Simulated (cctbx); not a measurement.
**Accept or mend?**

Cell a = 11.5910 Å, b = 11.5910 Å, c = 11.5910 Å, α = 90.00°, β = 90.00°, γ = 90.00°; space group Fm-3m (no. 225).

The data are simulated with cctbx, not measured: Ag Kα, λ = 0.56087 Å, to d = 0.77 Å, 95 % of the full sphere, strongest reflection 5000 counts, noise from counting, a 3 % proportional error and a noise floor of 2 counts (s.d.); no absorption.

An anisotropic refinement with weights 1/σ² prints:

```text
Rint 0.051, 122 unique reflections to 0.77 A
cycle     R1     wR2    GooF  max shift (A)
   1  0.0409  0.0998   5.552   0.00031
   2  0.0184  0.0457   2.540   0.00000
final R1 0.0184 wR2 0.0457 GooF 2.540  parameters 6  data/parameter 20.3
atom        x        y        z      Ueq    occ   su(xyz)  su(Uiso or U11)
Ta1    0.50000  0.00000  0.00000   0.0037  1.000  0.00000  0.0003
Ir1    0.00000  0.00000  0.00000   0.0078  1.000  0.00000  0.0003
I1     0.00000  0.00000  0.76168   0.0097  1.000  0.00007  0.0003
Rb1    0.25000  0.75000  0.75000   0.0118  1.000  0.00000  0.0004
difference map: max 4.16 min -1.31 rms 0.29
Q1    0.0000  0.0000  0.5000    4    4.21  0.00 A from Ta1
Q2    0.0699  0.0699  0.4301   32    0.54  1.40 A from Ta1
Q3    0.0707  0.1770  0.3230   96    0.51  2.40 A from Rb1
Q4    0.0000  0.0464  0.3781   96    0.50  1.51 A from Ta1
Q5    0.0960  0.0960  0.0960   32    0.47  1.93 A from Ir1
Q6    0.1514  0.1514  0.1514   32    0.43  1.98 A from Rb1
```

**Question.** Can this result stand? If not, what is the likely fault?

Mend it. The fault: wrong element: Ta1 is Tl. Against the right model at the same level, R1 goes from 0.0078 to 0.0184 and GooF from 1.00 to 2.54, U of Ta1 shrinks from 0.0078 to 0.0037 Å² and the top difference peak, 4.2 e/Å³, lies on Ta1. Ta1 has 8 electrons too few and its U shrinks to make up, as expected.

The compound is Rb2TlIrI6. The right model at the same level gives:

```text
Rint 0.051, 122 unique reflections to 0.77 A
cycle     R1     wR2    GooF  max shift (A)
   1  0.0080  0.0187   1.043   0.00001
   2  0.0078  0.0179   0.997   0.00000
final R1 0.0078 wR2 0.0179 GooF 0.997  parameters 6  data/parameter 20.3
atom        x        y        z      Ueq    occ   su(xyz)  su(Uiso or U11)
Tl1    0.50000  0.00000  0.00000   0.0078  1.000  0.00000  0.0001
Ir1    0.00000  0.00000  0.00000   0.0068  1.000  0.00000  0.0001
I1     0.00000  0.00000  0.76171   0.0087  1.000  0.00003  0.0001
Rb1    0.25000  0.75000  0.75000   0.0108  1.000  0.00000  0.0002
difference map: max 0.54 min -0.54 rms 0.13
Q1    0.0687  0.1783  0.3217   96    0.56  2.41 A from Rb1
Q2    0.0955  0.0955  0.0955   32    0.49  1.92 A from Ir1
Q3    0.0000  0.0000  0.3500   24    0.41  1.29 A from I1
Q4    0.0625  0.0625  0.4375   32    0.37  1.25 A from Tl1
Q5    0.0797  0.0797  0.2028   96    0.33  1.37 A from I1
Q6    0.0000  0.1029  0.1939   96    0.31  1.30 A from I1
```

The model was made for the exercise: a known structure type with other elements put in, its volume estimated, not relaxed; displacement parameters are assumed.

[Middle refinement cycles are left out of these outputs.]

[Logs are printed without paths, hosts, clocks, repeated set-up lines and the standing remarks that a program may print on its own settings, such as how far it seeks lower states.]
